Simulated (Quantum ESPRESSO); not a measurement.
## NiCl2: which magnetic order is lowest

Does NiCl2 prefer parallel or opposed moments, or none?

Method: PBEsol; plane waves with GBRV 1.5 PBEsol potentials, no spin-orbit coupling, in Quantum ESPRESSO 7.5.

This is a report of a sequence of runs, with most program output left out.

The database entry behind the starting cell differs from later determinations by our own check (an axis about 1.8 % long against later determinations), so it need not match the best structure at ambient conditions.

### Step 1. Starting point

Symmetry: R-3m, No. 166, trigonal system. The conventional cell has a = 3.543 Å, b = 3.543 Å, c = 17.335 Å, α = 90.00°, β = 90.00°, γ = 120.00°. Nearest to Ni lie 6 Cl at 2.50 Å. Nearest to Cl lie 3 Ni at 2.50 Å. Farther neighbours and most contacts between anions are not listed.

The cell comes from the Crystallography Open Database.

### Step 2. Run 1, typed as ferro +

The signs are those of the starting moments on the seeded atoms, the atoms that are given a moment.

pw.in reads:

```
&CONTROL
  calculation = 'scf'
  prefix = 'pwscf'
  outdir = './tmp'
  pseudo_dir = './pseudo'
  disk_io = 'nowf'
/
&SYSTEM
  ibrav = 0
  celldm(1) = 8
  nat = 3
  ntyp = 2
  ecutwfc = 40
  ecutrho = 280
  nbnd = 25
  occupations = 'smearing'
  smearing = 'fd'
  degauss = 0.00367493
  nspin = 2
  starting_magnetization(1) = 0.1111
  starting_magnetization(2) = 0
/
&ELECTRONS
  conv_thr = 6d-09
  electron_maxstep = 150
  mixing_beta = 0.3
/
ATOMIC_SPECIES
Ni     58.6934 ni_pbesol_v1.4.uspp.F.UPF
Cl     35.4500 cl_pbesol_v1.4.uspp.F.UPF
CELL_PARAMETERS alat
   0.4184562287218    0.2415958163038    1.3649334320916
  -0.4184562287218    0.2415958163038    1.3649334320916
   0.0000000000000   -0.4831916325841    1.3649334320916
ATOMIC_POSITIONS crystal
Ni      0.0000000000    0.0000000000    0.0000000000
Cl      0.2500000000    0.2500000000    0.2500000000
Cl      0.7500000000    0.7500000000    0.7500000000
K_POINTS automatic
6 6 6 0 0 0
```

On the command line:

```console
OMP_NUM_THREADS=1 mpirun -n 4 pw.x -nk 4 -in pw.in > pw.out
```

Wall time 50 s (4 MPI ranks of Arm Neoverse V1, shared host); peak memory 0.58 GiB.

Spin moment in the atom's sphere by atom:

| atom | spin moment in the atom's sphere (μB) |
| --- | --- |
| Ni1 | 1.49 |
| Cl2 | 0.22 |
| Cl3 | 0.22 |

This step gave:

```yaml
smearing_term_ts: 2.38e-5 eV
magnetization: 2 μB
absolute_magnetization: 2.076 μB
final_state: ferromagnetic
```

Spin density in the ac plane of the conventional cell at fractional y = 0.000, with atoms of Ni and Cl within 0.2 Å of it.

Ten even steps from '_' (0.0 e/Å³) to '@' (2.4 e/Å³), each cell a mean:
```
++==..__________________..++
____________________________
____________________________
____________________________
____________________________
____________________________
____________________________
____________________________
____________________________
____________________________
____________________________
____________________________
____________________________
____________________________
____________________________
____________________________
____________________________
____________________________
____________________________
____________________________
____________________________
____________________________
____________________________
@@**..__________________::%%
```
Columns run along a (3.5 Å), rows up along c (17.3 Å), edges of the conventional cell, whose origin can differ from the input's. Atoms in or near the plane, at fractional coordinates: Ni at (0.00, 0.00), Cl at (0.00, 0.25), Cl at (0.00, 0.75).

Valence density in the ac plane of the conventional cell at fractional y = 0.000, with atoms of Ni and Cl within 0.2 Å of it. It is the smooth field of the valence electrons, not physical close to the nuclei.

Ten steps, logarithmic in the rise over the least value, from '0' (0 e/Å³) to '9' (25 e/Å³), each cell a mean:
```
98421111111368
11111112111111
00000111110000
00000000000000
22110000000122
24431000012343
34321100012343
11111111111111
00000111110000
00001122211000
00000111110000
00000000000000
00000000000000
00001112110000
00001122111000
00000111110000
22211111111122
23432100012343
34321000012343
11100000000011
00000000000000
00001111110000
22111111111112
99521000011379
```
Columns run along a (3.5 Å), rows up along c (17.3 Å), edges of the conventional cell, whose origin can differ from the input's. Atoms in or near the plane, at fractional coordinates: Ni at (0.00, 0.00), Cl at (0.00, 0.25), Cl at (0.00, 0.75).

### Step 3. Run 2 (antiferro q=(0,0,1/2) +−)

The cell is doubled to 6 atoms to hold this order. The wavevector q is in fractions of the reciprocal vectors of the crystal's primitive cell, as the cells of these inputs are built from it; moments change sign between cells as cos(2π q·R).

pw.in reads:

```
&CONTROL
  calculation = 'scf'
  prefix = 'pwscf'
  outdir = './tmp'
  pseudo_dir = './pseudo'
  disk_io = 'nowf'
/
&SYSTEM
  ibrav = 0
  celldm(1) = 8
  nat = 6
  ntyp = 3
  ecutwfc = 40
  ecutrho = 280
  nbnd = 43
  occupations = 'smearing'
  smearing = 'fd'
  degauss = 0.00367493
  nspin = 2
  starting_magnetization(1) = 0.1111
  starting_magnetization(2) = -0.1111
  starting_magnetization(3) = 0
/
&ELECTRONS
  conv_thr = 1.2d-08
  electron_maxstep = 150
  mixing_beta = 0.3
/
ATOMIC_SPECIES
Ni1    58.6934 ni_pbesol_v1.4.uspp.F.UPF
Ni2    58.6934 ni_pbesol_v1.4.uspp.F.UPF
Cl     35.4500 cl_pbesol_v1.4.uspp.F.UPF
CELL_PARAMETERS alat
   0.4184562287218    0.2415958163038    1.3649334320916
  -0.4184562287218    0.2415958163038    1.3649334320916
   0.0000000000000   -0.9663832651681    2.7298668641832
ATOMIC_POSITIONS crystal
Ni1     0.0000000000    0.0000000000    0.0000000000
Ni2     0.0000000000    0.0000000000    0.5000000000
Cl      0.2500000000    0.2500000000    0.1250000000
Cl      0.2500000000    0.2500000000    0.6250000000
Cl      0.7500000000    0.7500000000    0.3750000000
Cl      0.7500000000    0.7500000000    0.8750000000
K_POINTS automatic
6 6 3 0 0 0
```

The job ended after 3.3 min (4 MPI ranks; peak memory 1 GiB; 13 min of CPU time).

Spin moment in the atom's sphere by atom:

| atom | spin moment in the atom's sphere (μB) |
| --- | --- |
| Ni1 | 1.48 |
| Ni2 | -1.48 |
| Cl3 | 0.07 |
| Cl4 | -0.07 |
| Cl5 | -0.07 |
| Cl6 | 0.07 |

This step gave:

```
smearing term TS       : 6.36e-5 eV
magnetization          : 0 μB
absolute magnetization : 3.697 μB
final state            : antiferromagnetic
```

Spin density in the ac plane at fractional y = 0.000, with atoms of Ni within 0.2 Å of it.

Ten even steps from '_' (-3.8 e/Å³) to '@' (3.8 e/Å³), each cell a mean:
```
@@@@**++========================++
++****++++========================
==++++++++======++++==============
======++==========++++++==========
====================++++++========
==================================
==================================
==================================
==================================
==================================
==============================----
..============================--__
____--============================
==----============================
==================================
==================================
==================================
==================================
==================================
========++++++++==================
============++++++========++++====
================++======++++++++++
++========================++++****
##++========================++**@@
```
Columns run along a (6.1 Å), rows up along c (12.3 Å). Atoms in or near the plane, at fractional coordinates: Ni at (0.00, 0.00), Ni at (0.00, 0.50).

Valence density in the ac plane at fractional y = 0.000, with atoms of Ni within 0.2 Å of it. It is the smooth field of the valence electrons, not physical close to the nuclei.

Ten steps, logarithmic in the rise over the least value, from '_' (0 e/Å³) to '@' (35 e/Å³), each cell a mean:
```
@@@@**::______________________::##
==####==..........______________..
__..----::......::::..____________
____........__..::::::::..________
____......______....::--::..______
____....::....______..::::::..____
______..::::::..______..........__
________..::--::..________......__
__________..::::::....__........__
______________..::........--==--..
==..______________........::++%%##
@@**::______________________--##@@
@@@@**::______________________::##
==####==..........______________..
__..----::......::::..____________
____........__..::::::::..________
____......______....::::::..______
____....::....______..::::::..____
______..::::::..______..........__
________..::--::..________......__
__________..::::::....__........__
______________..::........--==--..
--..______________........::++%%##
@@**::______________________--##@@
```
Columns run along a (6.1 Å), rows up along c (12.3 Å). Atoms in or near the plane, at fractional coordinates: Ni at (0.00, 0.00), Ni at (0.00, 0.50).

### Step 4. Start 3: antiferro q=(1/2,1/2,1/2) +−

The cell is doubled to 6 atoms to hold this order.

pw.in reads:

```
&CONTROL
  calculation = 'scf'
  prefix = 'pwscf'
  outdir = './tmp'
  pseudo_dir = './pseudo'
  disk_io = 'nowf'
/
&SYSTEM
  ibrav = 0
  celldm(1) = 8
  nat = 6
  ntyp = 3
  ecutwfc = 40
  ecutrho = 280
  nbnd = 43
  occupations = 'smearing'
  smearing = 'fd'
  degauss = 0.00367493
  nspin = 2
  starting_magnetization(1) = 0.1111
  starting_magnetization(2) = -0.1111
  starting_magnetization(3) = 0
/
&ELECTRONS
  conv_thr = 1.2d-08
  electron_maxstep = 150
  mixing_beta = 0.3
/
ATOMIC_SPECIES
Ni1    58.6934 ni_pbesol_v1.4.uspp.F.UPF
Ni2    58.6934 ni_pbesol_v1.4.uspp.F.UPF
Cl     35.4500 cl_pbesol_v1.4.uspp.F.UPF
CELL_PARAMETERS alat
   0.8369124574436    0.4831916326077    2.7298668641832
   0.0000000000000    0.4831916326077    2.7298668641832
   0.4184562287218   -0.2415958162802    2.7298668641832
ATOMIC_POSITIONS crystal
Ni1     0.0000000000    0.0000000000    0.0000000000
Ni2     0.5000000000    0.0000000000    0.0000000000
Cl      0.8750000000    0.2500000000    0.2500000000
Cl      0.3750000000    0.2500000000    0.2500000000
Cl      0.6250000000    0.7500000000    0.7500000000
Cl      0.1250000000    0.7500000000    0.7500000000
K_POINTS automatic
3 6 6 0 0 0
```

Elapsed: 7.7 min, on 4 MPI ranks; peak memory 2.6 GiB.

Spin moment in the atom's sphere by atom:

| atom | spin moment in the atom's sphere (μB) |
| --- | --- |
| Ni1 | 1.48 |
| Ni2 | -1.48 |
| Cl3 | -0.21 |
| Cl4 | 0.21 |
| Cl5 | 0.21 |
| Cl6 | -0.21 |

Read from the output:

| Property | Result |
| --- | --- |
| smearing term TS | 3.14e-5 eV |
| magnetization | 0 μB |
| absolute magnetization | 4.085 μB |
| final state | antiferromagnetic |

### Step 5. Run 4 (no spin polarisation)

pw.in reads:

```
&CONTROL
  calculation = 'scf'
  prefix = 'pwscf'
  outdir = './tmp'
  pseudo_dir = './pseudo'
  disk_io = 'nowf'
/
&SYSTEM
  ibrav = 0
  celldm(1) = 8
  nat = 3
  ntyp = 2
  ecutwfc = 40
  ecutrho = 280
  nbnd = 24
  occupations = 'smearing'
  smearing = 'fd'
  degauss = 0.00367493
/
&ELECTRONS
  conv_thr = 6d-09
  electron_maxstep = 150
  mixing_beta = 0.3
/
ATOMIC_SPECIES
Ni     58.6934 ni_pbesol_v1.4.uspp.F.UPF
Cl     35.4500 cl_pbesol_v1.4.uspp.F.UPF
CELL_PARAMETERS alat
   0.4184562287218    0.2415958163038    1.3649334320916
  -0.4184562287218    0.2415958163038    1.3649334320916
   0.0000000000000   -0.4831916325841    1.3649334320916
ATOMIC_POSITIONS crystal
Ni      0.0000000000    0.0000000000    0.0000000000
Cl      0.2500000000    0.2500000000    0.2500000000
Cl      0.7500000000    0.7500000000    0.7500000000
K_POINTS automatic
6 6 6 0 0 0
```

Wall time 25 s (4 MPI ranks); peak memory 0.43 GiB; 1.7 min of CPU time.

This step gave:

* smearing term TS: 0.07484 eV
* final state: non-magnetic (no spin polarisation)

### Step 6. Ranking

An order is kept where moments of 0.15 μB or more survive with the typed signs; meshes match where a doubled cell samples the same k points as the first cell.

Orders:

| start | final state | typed order kept | energy over the lowest (meV a seeded atom) | largest site moment (μB) | net moment (μB a cell of the first run) | mesh matched | CPU time (s) |
| --- | --- | --- | --- | --- | --- | --- | --- |
| ferro + | ferromagnetic | yes | 7.701 | 1.489 | 2 | yes | 198.8 |
| antiferro q=(0,0,1/2) +- | antiferromagnetic | yes | 30 | 1.484 | 0 | yes | 785.2 |
| antiferro q=(1/2,1/2,1/2) +- | antiferromagnetic | yes | 0 | 1.48 | 0 | yes | 1847 |
| no spin polarisation | non-magnetic | - | 607.1 | 0 | 0 | yes | 100.7 |

### Step 7. The lowest state again, with its states saved

pw.in reads:

```
&CONTROL
  calculation = 'scf'
  prefix = 'pwscf'
  outdir = './tmp'
  pseudo_dir = './pseudo'
  disk_io = 'low'
/
&SYSTEM
  ibrav = 0
  celldm(1) = 8
  nat = 6
  ntyp = 3
  ecutwfc = 40
  ecutrho = 280
  nbnd = 47
  occupations = 'smearing'
  smearing = 'fd'
  degauss = 0.00367493
  nspin = 2
  starting_magnetization(1) = 0.1111
  starting_magnetization(2) = -0.1111
  starting_magnetization(3) = 0
/
&ELECTRONS
  conv_thr = 1.2d-08
  electron_maxstep = 150
  mixing_beta = 0.3
/
ATOMIC_SPECIES
Ni1    58.6934 ni_pbesol_v1.4.uspp.F.UPF
Ni2    58.6934 ni_pbesol_v1.4.uspp.F.UPF
Cl     35.4500 cl_pbesol_v1.4.uspp.F.UPF
CELL_PARAMETERS alat
   0.8369124574436    0.4831916326077    2.7298668641832
   0.0000000000000    0.4831916326077    2.7298668641832
   0.4184562287218   -0.2415958162802    2.7298668641832
ATOMIC_POSITIONS crystal
Ni1     0.0000000000    0.0000000000    0.0000000000
Ni2     0.5000000000    0.0000000000    0.0000000000
Cl      0.8750000000    0.2500000000    0.2500000000
Cl      0.3750000000    0.2500000000    0.2500000000
Cl      0.6250000000    0.7500000000    0.7500000000
Cl      0.1250000000    0.7500000000    0.7500000000
K_POINTS automatic
3 6 6 0 0 0
```

Wall time 8.2 min (4 MPI ranks); peak memory 2.7 GiB.

This step gave:

| Item | Value |
| --- | --- |
| smearing term TS | 3.14e-5 eV |
| magnetization | 0 μB |
| absolute magnetization | 4.085 μB |
| final state | antiferromagnetic |
| largest moment | 1.480 μB |

### Step 8. Löwdin moments

projwfc.x projects the saved states on orthogonalised atomic orbitals of the pseudopotential files.

It took 4 s on 4 MPI ranks; peak memory 1.2 GiB; 16 s of CPU time.

| atom | moment in the sphere (μB) | Löwdin moment (μB) | Löwdin charge (e) |
| --- | --- | --- | --- |
| Ni1 | 1.480 | 1.460 | 17.966 |
| Ni2 | -1.480 | -1.459 | 17.966 |
| Cl3 | -0.213 | -0.266 | 6.962 |
| Cl4 | 0.212 | 0.266 | 6.962 |
| Cl5 | 0.212 | 0.266 | 6.962 |
| Cl6 | -0.213 | -0.266 | 6.962 |

### Step 9. Outcome

| Quantity | Value |
| --- | --- |
| lowest state found | antiferromagnetic (from antiferro q=(1/2,1/2,1/2) +-) |
| largest site moment | 1.48 μB |
| next state with moments | ferromagnetic, 7.70 meV a seeded atom higher |
| state without moments | 607 meV a seeded atom higher |

In words: Forming the moments gains more than four times the spread of the orders, as local moments do. The largest moment reads 1.48 μB in the sphere and 1.46 μB by Löwdin projection; a site moment hangs on how space is shared out. This is the lowest of 4 collinear or spinless starts, no proof of the ground state. No Hubbard term acts here. In such compounds local and semilocal functionals without one often delocalise the d electrons, and can shrink or lose moments and miss the size, sign and order of the couplings.

[Logs and program files are shortened in this print: banners, set-up blocks, solver, clock and traceback lines can be left out without a mark of their own.]

[Logs are printed without paths, hosts, clocks, repeated set-up lines and the standing remarks that a program may print on its own settings, such as how far it seeks lower states.]

[Hosts, paths, dates, database ids (printed as entryN), source tags and the programs' standing remarks are cut or masked in the printed files.]

[Where a cell is said to come from a database of computed structures, the database is the Materials Project.]
